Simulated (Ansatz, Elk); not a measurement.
# Bonding as seen by X-rays: LaRuS3

The structure of LaRuS3 used here is made up (a known structure type with other elements) and was relaxed beforehand with PBEsol. The aim is the Fourier transform of its all-electron density, F(hkl), set beside the sum over free spherical atoms that refinements use.

Method: DFT, PBE, all-electron APW+lo, Dirac cores, scalar-relativistic bands, static density, no spin, in Elk 11.2.3 (patched build).

The structure was built from a prototype and need not be the compound's stable phase.

**1. Set-up**

It takes space group Pm-3m (No. 221, cubic). The conventional cell has a = 4.601 Å, b = 4.601 Å, c = 4.601 Å, α = 90.00°, β = 90.00°, γ = 90.00°. Nearest to La lie 12 S at 3.25 Å. Nearest to Ru lie 6 S at 2.30 Å. Nearest to S lie 2 Ru at 2.30 Å and 4 La at 3.25 Å. Farther neighbours and most contacts between anions are not listed.

**2. Ground state and structure factors**

An all-electron density is needed, since X-rays see the cores too. Task 0 finds the density and task 195 Fourier-transforms it; tshift is off so that phases refer to the origin typed.

Contents of elk.in:

```
tasks
  0
  195

xctype
  20

spinpol
  .false.

rgkmax
  7.0

gmaxvr
  14.0

lmaxo
  7

lmaxapw
  8

swidth
  0.002

tshift
  .false.

ramdisk
  .false.

hmaxvr
  5.5

maxscl
  120

epspot
  1e-06

sppath
  './'

avec
  8.69544585887 0.00000000000 0.00000000000
  0.00000000000 8.69544585887 0.00000000000
  0.00000000000 0.00000000000 8.69544585887

atoms
  3
  'La.in'
  1
  -0.0000000000 0.0000000000 -0.0000000000   0.000000 0.000000 0.000000
  'Ru.in'
  1
  0.5000000000 0.5000000000 0.5000000000   0.000000 0.000000 0.000000
  'S.in'
  3
  0.5000000000 -0.0000000000 0.5000000000   0.000000 0.000000 0.000000
  0.0000000000 0.5000000000 0.5000000000   0.000000 0.000000 0.000000
  0.5000000000 0.5000000000 -0.0000000000   0.000000 0.000000 0.000000

ngridk
  5 5 5
```

Started as:

```console
$ OMP_NUM_THREADS=4 elk
```

Numbers of over 12 decimals in the logs are rounded to 6 here.

The log of the run:

```text
┌─────────────────────────┐
│ Elk code version 11.2.3 │
└─────────────────────────┘

All units are atomic (Hartree, Bohr, etc.)

┌─────────────────────────────────────────────────┐
│ Ground-state run starting from atomic densities │
└─────────────────────────────────────────────────┘

Lattice vectors :
   8.695445859       0.000000000       0.000000000
   0.000000000       8.695445859       0.000000000
   0.000000000       0.000000000       8.695445859

Reciprocal lattice vectors :
  0.7225834545       0.000000000       0.000000000
   0.000000000      0.7225834545       0.000000000
   0.000000000       0.000000000      0.7225834545

Unit cell volume      :    657.4694324
Brillouin zone volume :   0.3772802220

Muffin-tin inner radius fraction :   0.1000000000E-01

Nuclei treated as point charges

Species : 1 (La)
 parameters loaded from : La.in
 name : lanthanum
 nuclear charge    :   -57.00000000
 electronic charge :    57.00000000
 atomic mass :    253209.2366
 muffin-tin radius :    2.800000000
 number of radial points in muffin-tin :   1393
 inner part over the whole radius :   0.9924947902E-02
 number on inner part of muffin-tin    :    996
 approximate nuclear radius :   0.9226798129E-04
 number of mesh points to nuclear radius :    505
 atomic positions (lattice), magnetic fields (Cartesian) :
  1 :   0.00000000  0.00000000  0.00000000    0.00000000  0.00000000  0.00000000

Species : 2 (Ru)
 parameters loaded from : Ru.in
 name : ruthenium
 nuclear charge    :   -44.00000000
 electronic charge :    44.00000000
 atomic mass :    184239.3393
 muffin-tin radius :    2.327933253
 number of radial points in muffin-tin :   1193
 inner part over the whole radius :   0.9884374283E-02
 number on inner part of muffin-tin    :    846
 approximate nuclear radius :   0.8462081736E-04
 number of mesh points to nuclear radius :    425
 atomic positions (lattice), magnetic fields (Cartesian) :
  1 :   0.50000000  0.50000000  0.50000000    0.00000000  0.00000000  0.00000000

Species : 3 (S)
 parameters loaded from : S.in
 name : sulphur
 nuclear charge    :   -16.00000000
 electronic charge :    16.00000000
 atomic mass :    58450.91931
 muffin-tin radius :    1.969789676
 number of radial points in muffin-tin :    793
 inner part over the whole radius :   0.9841272205E-02
 number on inner part of muffin-tin    :    552
 approximate nuclear radius :   0.6195814986E-04
 number of mesh points to nuclear radius :    252
 atomic positions (lattice), magnetic fields (Cartesian) :
  1 :   0.50000000  0.00000000  0.50000000    0.00000000  0.00000000  0.00000000
  2 :   0.00000000  0.50000000  0.50000000    0.00000000  0.00000000  0.00000000
  3 :   0.50000000  0.50000000  0.00000000    0.00000000  0.00000000  0.00000000

Total number of atoms per unit cell :    5
Total muffin-tin volume :    240.8406920
 ratio of muffin-tin to unit cell volume :   0.3663146606

Spin treatment :
 spin-unpolarised

Number of Bravais lattice symmetries :   48
Number of crystal symmetries         :   48
Crystal has inversion symmetry
Real symmetric eigensolver will be used

k-point grid :      5     5     5
k-point offset :    0.000000000       0.000000000       0.000000000
k-point set is reduced with full crystal symmetry group
Total number of k-points :       10

Muffin-tin radius times maximum |G+k| :    7.000000000
 using average radius
Maximum |G+k| for APW functions       :    3.171064732
Maximum (1/2)|G+k|²                   :    5.027825767
Maximum |G| for potential and density :    14.00000000
Constant for pseudocharge density :   10
 order of it for each species :   17  17  17
 order of it for pair densities of each species (exact exchange by exxq0 0: 18) :   15  11   7
Radial integration step length :    1

G-vector grid sizes :     40    40    40
Number of G-vectors :    30551

Maximum angular momentum used for
 APW functions            :    8
 outer part of muffin-tin :    7
 inner part of muffin-tin :    2

Total nuclear charge    :   -149.0000000
[...]
electron entropic           :    -0.35863767921481E-02
 total energy                :     -14229.179134459

Density of states at Fermi energy :    294.4924296
 (states/Hartree/unit cell)

Estimated indirect band gap :   0.4262439445E-03
 from k-point 9 to k-point 4
Estimated direct band gap   :   0.7340977016E-03
 at k-point 9

Charges :
 core                        :    104.0000000
 valence                     :    45.00000000
 interstitial                :    11.06390797
 muffin-tins (core leakage)
  species : 1 (La)
   atom 1                    :    54.21722181     (  0.2189418732E-03)
  species : 2 (Ru)
[...]
species : 3 (S)
[...]
total in muffin-tins        :    137.9360920
 total calculated charge     :    148.9979170
 total charge                :    149.0000000
 error                       :   0.2083025459E-02

RMS change in Kohn-Sham potential (target) :   0.3587927926     (  0.1000000000E-05)
Absolute change in total energy (target)   :   0.2880563946     (  0.1000000000E-03)

[... loops 3 to 16 left out ...]

┌──────────────────┐
│ Loop number : 17 │
└──────────────────┘

Energies :
 Fermi                       :     0.325814
 sum of occupied eigenvalues :     -8610.2558022925
 electron kinetic            :      15011.855845255
 core electron kinetic       :      14786.862758021
 Coulomb                     :     -28824.031717709
 Coulomb potential           :     -23081.301244479
 nuclear-nuclear             :     -1460.5617747423
 electron-nuclear            :     -31672.650635242
 Hartree                     :      4309.1806922754
 Madelung                    :     -17283.381095469
 xc potential                :     -540.81040306839
 exchange                    :     -407.66433466612
 correlation                 :     -7.404379
 electron entropic           :    -0.30081118910804E-02
 total energy                :     -14227.247594182

Density of states at Fermi energy :    237.3921913
 (states/Hartree/unit cell)

Estimated indirect band gap :   0.1602398721E-02
 from k-point 9 to k-point 8
Estimated direct band gap   :   0.6890974801E-02
 at k-point 5

Charges :
 core                        :    104.0000000
 valence                     :    45.00000000
 interstitial                :    10.80401678
 muffin-tins (core leakage)
  species : 1 (La)
[...]
species : 2 (Ru)
[...]
species : 3 (S)
[...]
total in muffin-tins        :    138.1959832
 total calculated charge     :    148.9978318
 total charge                :    149.0000000
 error                       :   0.2168201493E-02

RMS change in Kohn-Sham potential (target) :   0.1367842796E-06 (  0.1000000000E-05)
Absolute change in total energy (target)   :   0.6894649050E-04 (  0.1000000000E-03)

Convergence targets achieved

┌──────────────────┐
│ Loop number : 18 │
└──────────────────┘

Energies :
 Fermi                       :     0.325814
 sum of occupied eigenvalues :     -8610.2557908315
 electron kinetic            :      15011.855857655
 core electron kinetic       :      14786.862766105
 Coulomb                     :     -28824.031718343
 Coulomb potential           :     -23081.301243311
 nuclear-nuclear             :     -1460.5617747423
 electron-nuclear            :     -31672.650637264
 Hartree                     :      4309.1806936628
 Madelung                    :     -17283.381096688
 xc potential                :     -540.81040517550
 exchange                    :     -407.66433472217
 correlation                 :     -7.404379
 electron entropic           :    -0.30081119479082E-02
 total energy                :     -14227.247582478

Density of states at Fermi energy :    237.3921977
 (states/Hartree/unit cell)

Estimated indirect band gap :   0.1602399159E-02
 from k-point 9 to k-point 8
Estimated direct band gap   :   0.6890976322E-02
 at k-point 5

Charges :
 core                        :    104.0000000
 valence                     :    45.00000000
 interstitial                :    10.80401669
 muffin-tins (core leakage)
  species : 1 (La)
[...]
species : 2 (Ru)
[...]
species : 3 (S)
   atom 1                    :    13.85947815     (  0.3268031245E-03)
   atom 2                    :    13.85947815     (  0.3268031245E-03)
   atom 3                    :    13.85947815     (  0.3268031245E-03)
 total in muffin-tins        :    138.1959833
 total calculated charge     :    148.9978318
 total charge                :    149.0000000
 error                       :   0.2168201600E-02

┌──────────────────────────────┐
│ Self-consistent loop stopped │
└──────────────────────────────┘

Warning : core states of species 1 leak from the muffin-tin :   0.2117044622E-03

Warning : core states of species 3 leak from the muffin-tin :   0.3268031245E-03

Wrote STATE.OUT
```

Run time: 26 s. Hardware: 4 threads of Arm Neoverse V1, shared host; peak memory 0.19 GiB.

SFACRHO.OUT:

```text

h k l indices transformed by vhmat matrix:
   1.000000000       0.000000000       0.000000000    
   0.000000000       1.000000000       0.000000000    
   0.000000000       0.000000000       1.000000000    

      h      k      l  multipl.   |H|            Re(F)            Im(F)           |F|

      0      0      0      1   0.0000000       149.00000      0.47423685E-16   149.00000    
      0     -1      0      6  0.72258345      -2.8731769     -0.72166316E-14   2.8731769    
     -1      0      1     12   1.0218873       73.224287      0.91128787E-14   73.224287    
      1      1      1      8   1.2515513       45.030189      0.52392102E-14   45.030189    
      0      0     -2      6   1.4451669       110.15991      0.13738208E-13   110.15991    
     -1      0     -2     24   1.6157457     -0.13307084     -0.14348724E-13  0.13307084    
     -1      1     -2     24   1.7699608       63.016507     -0.22067964E-13   63.016507    
      2      2      0     12   2.0437746       94.978017     -0.23426233E-13   94.978017    
      2     -2      1     24   2.1677504      0.58178966     -0.36041463E-14  0.58178966    
      0      0      3      6   2.1677504      0.69171835     -0.63293780E-13  0.69171835    
     -3      1      0     24   2.2850095       56.487433     -0.42676924E-13   56.487433    
     -1     -1     -3     24   2.3965382       33.578268      0.12798385E-13   33.578268    
      2     -2     -2      8   2.5031025       86.362635      0.10761059E-13   86.362635    
     -2     -3      0     24   2.6053117      0.69664917      0.52742224E-13  0.69664917    
     -2      1      3     48   2.7036597       51.973191      0.19646973E-13   51.973191    
      4      0      0      6   2.8903338       80.120186     -0.19660010E-13   80.120186    
      3      2     -2     24   2.9792879      0.69323161     -0.55028853E-13  0.69323161    
     -4      0     -1     24   2.9792879      0.85931456     -0.16863945E-13  0.85931456
```

Elk indexes on the primitive cell of elk.in and gives |H| = 4π sin θ/λ in inverse bohr. Below, one row stands for each form hkl of the conventional cell (m members, Friedel mates merged), F is for one primitive cell and the density is static (no thermal factor). Free-atom factors are Waasmaier and Kirfel's, and R is Σm||F|−|F'||/Σm|F|.

| hkl | m | sin θ/λ (Å⁻¹) | abs F, DFT | neutral atoms | diff. |
| --- | --- | --- | --- | --- | --- |
| 100 | 6 | 0.109 | 2.873 | 2.848 | +0.026 |
| 110 | 12 | 0.154 | 73.224 | 73.561 | -0.337 |
| 111 | 8 | 0.188 | 45.030 | 44.532 | +0.498 |
| 200 | 6 | 0.217 | 110.160 | 110.212 | -0.052 |
| 210 | 24 | 0.243 | 0.133 | 0.308 | -0.175 |
| 211 | 24 | 0.266 | 63.017 | 63.007 | +0.009 |
| 220 | 12 | 0.307 | 94.978 | 95.108 | -0.130 |
| 221 | 24 | 0.326 | 0.582 | 0.469 | +0.113 |
| 300 | 6 | 0.326 | 0.692 | 0.469 | +0.223 |
| 310 | 24 | 0.344 | 56.487 | 56.437 | +0.050 |
| 311 | 24 | 0.360 | 33.578 | 33.686 | -0.108 |
| 222 | 8 | 0.376 | 86.363 | 86.309 | +0.054 |
| 320 | 24 | 0.392 | 0.697 | 0.778 | -0.082 |
| 321 | 48 | 0.407 | 51.973 | 51.849 | +0.124 |

**3. The highest occupied states alone**

An energy window below the Fermi level keeps the highest occupied states, to see at which angles they scatter; shallow core shells can lie inside it and anion s states outside. No new self-consistency is needed.

Changes to elk.in since step 2:

```diff
@@ -1,3 +1,2 @@
 tasks
-  0
   195
@@ -40,2 +39,5 @@
 
+wsfac
+  -0.225430 0.625810
+
 sppath
```

Started as:

```console
$ OMP_NUM_THREADS=4 elk
```

The log of the run:

```text
┌─────────────────────────────────┐
│ Elk code version 11.2.3 started │
└─────────────────────────────────┘

Info(readinput): the functional depends on the density's gradient
 muffin-tin radial points multiplied by    2.00000
 (not where nrmtscf is given)

┌────────────────────┐
│ Current task : 195 │
└────────────────────┘
Info(checkmt): changed muffin-tin radius of species 2 (Ru) from   2.6000 to   2.3279
Info(checkmt): changed muffin-tin radius of species 3 (S) from   2.2000 to   1.9698

Info(sfacrho): density structure factors written to SFACRHO.OUT

 Energy window :  -0.2254300000      0.6258100000

┌──────────────────┐
│ Elk code stopped │
└──────────────────┘
```

It took 14 s on 4 threads; peak memory 0.16 GiB.

States within 15 eV below the Fermi level hold 29.00 electrons; any levels below the window count with the cores. Their amplitudes can exceed the total, where window and core parts have opposite phase:

| hkl | sin θ/λ (Å⁻¹) | abs F, window | abs F, all |
| --- | --- | --- | --- |
| 100 | 0.109 | 8.910 | 2.873 |
| 110 | 0.154 | 1.179 | 73.224 |
| 111 | 0.188 | 3.288 | 45.030 |
| 200 | 0.217 | 6.400 | 110.160 |
| 210 | 0.243 | 2.564 | 0.133 |
| 211 | 0.266 | 0.872 | 63.017 |
| 220 | 0.307 | 1.362 | 94.978 |
| 221 | 0.326 | 0.673 | 0.582 |
| 300 | 0.326 | 0.550 | 0.692 |
| 310 | 0.344 | 0.521 | 56.487 |

**4. Another functional**

The difference from free atoms is small, so it is set against the change that LDA (Perdew-Wang) makes.

Changes to elk.in since step 3:

```diff
@@ -1,2 +1,3 @@
 tasks
+  0
   195
@@ -4,3 +5,3 @@
 xctype
-  20
+  3
 
@@ -39,5 +40,2 @@
 
-wsfac
-  -0.225430 0.625810
-
 sppath
```

Started as:

```console
$ OMP_NUM_THREADS=4 elk
```

The log of the run:

```text
┌─────────────────────────┐
│ Elk code version 11.2.3 │
└─────────────────────────┘

All units are atomic (Hartree, Bohr, etc.)

┌─────────────────────────────────────────────────┐
│ Ground-state run starting from atomic densities │
└─────────────────────────────────────────────────┘

Lattice vectors :
   8.695445859       0.000000000       0.000000000
   0.000000000       8.695445859       0.000000000
   0.000000000       0.000000000       8.695445859

Reciprocal lattice vectors :
  0.7225834545       0.000000000       0.000000000
[...]
species : 3 (S)
[...]
atom 2                    :    13.84271505     (  0.3248867386E-03)
   atom 3                    :    13.84271505     (  0.3248867386E-03)
 total in muffin-tins        :    138.1699169
 total calculated charge     :    148.9978009
 total charge                :    149.0000000
 error                       :   0.2199122037E-02

┌──────────────────────────────┐
│ Self-consistent loop stopped │
└──────────────────────────────┘

Warning : core states of species 1 leak from the muffin-tin :   0.2123568675E-03

Warning : core states of species 3 leak from the muffin-tin :   0.3248867386E-03

Wrote STATE.OUT
[key lines of the parts left out:]
total energy                :     -14212.871045987
```

Wall time 15 s (4 threads); peak memory 0.16 GiB.

Against the first run R = 0.06 %; the largest change is -0.058 at 511.

**5. Basis size**

A smaller basis shows how fast F responds to it; the change is likely larger than the basis error of the first run, but doesn't show convergence.

Changes to elk.in since step 4:

```diff
@@ -5,3 +5,3 @@
 xctype
-  3
+  20
 
@@ -11,3 +11,3 @@
 rgkmax
-  7.0
+  5.5
```

Started as:

```console
$ OMP_NUM_THREADS=4 elk
```

The log of the run:

```text
┌─────────────────────────┐
│ Elk code version 11.2.3 │
└─────────────────────────┘

All units are atomic (Hartree, Bohr, etc.)

┌─────────────────────────────────────────────────┐
│ Ground-state run starting from atomic densities │
└─────────────────────────────────────────────────┘

Lattice vectors :
   8.695445859       0.000000000       0.000000000
   0.000000000       8.695445859       0.000000000
   0.000000000       0.000000000       8.695445859

Reciprocal lattice vectors :
  0.7225834545       0.000000000       0.000000000
[...]
species : 3 (S)
[...]
atom 2                    :    13.81963857     (  0.3247984476E-03)
   atom 3                    :    13.81963857     (  0.3247984476E-03)
 total in muffin-tins        :    137.9913422
 total calculated charge     :    148.9985395
 total charge                :    149.0000000
 error                       :   0.1460463039E-02

┌──────────────────────────────┐
│ Self-consistent loop stopped │
└──────────────────────────────┘

Warning : core states of species 1 leak from the muffin-tin :   0.2121855521E-03

Warning : core states of species 3 leak from the muffin-tin :   0.3247984476E-03

Wrote STATE.OUT
[key lines of the parts left out:]
total energy                :     -14227.127848862
```

The job ended after 23 s (4 threads; peak memory 0.17 GiB).

Against the first run R = 0.05 %; the largest change is -0.088 at 200.

**6. Settings against the effect**

| run | R against the first run (%) | R against neutral atoms, low angle (%) | wall time |
| --- | --- | --- | --- |
| PBE, rgkmax 7 | 0.00 | 0.38 | 26 s |
| LDA (Perdew-Wang) | 0.06 | 0.37 | 15 s |
| rgkmax 5.5 | 0.05 | 0.42 | 23 s |

**7. Summary of results**

```
R against neutral atoms, sin θ/λ < 0.3 Å⁻¹ : 0.38 %
R against neutral atoms, 0.3 to 0.82 Å⁻¹   : 0.28 %
```

**Reading.** Independent neutral atoms miss the calculated amplitudes by R = 0.38 % below 0.3 Å⁻¹ and 0.28 % from there to 0.82 Å⁻¹; by shells, 0.89 % below 0.15 Å⁻¹ (1 form), 0.37 % 0.15 to 0.3 (5 forms), 0.32 % 0.3 to 0.45 (11 forms), 0.27 % above 0.45 (54 forms). Bonding, aspherical density and the tables' own atoms all enter these figures, and the runs don't part them. The largest change of an amplitude is +0.50 electrons, at 111. Weak lines can change much in proportion: 210 goes from 0.31 to 0.13. The window's part falls from 29.0 electrons at the origin to at most 0.53 between 0.45 and 0.82 Å⁻¹. Below 0.3 Å⁻¹ the changes that finished (LDA (Perdew-Wang) and rgkmax 5.5) move F by R = 0.06 % at most, against the 0.38 % that separates it from free atoms. The k-mesh has no finished test. These runs have no spin, though d or f shells may be open. The electron count is odd, so without spin the run is a metal by force. Part of the difference isn't bonding: the tables are fits to free atoms and ions calculated by other methods than this functional. Thermal motion, anomalous dispersion and extinction are left out.

[Logs are printed without paths, hosts, clocks, repeated set-up lines and the standing remarks that a program may print on its own settings, such as how far it seeks lower states.]

[Hosts, paths, dates, database ids (printed as entryN), source tags and the programs' standing remarks are cut or masked in the printed files.]
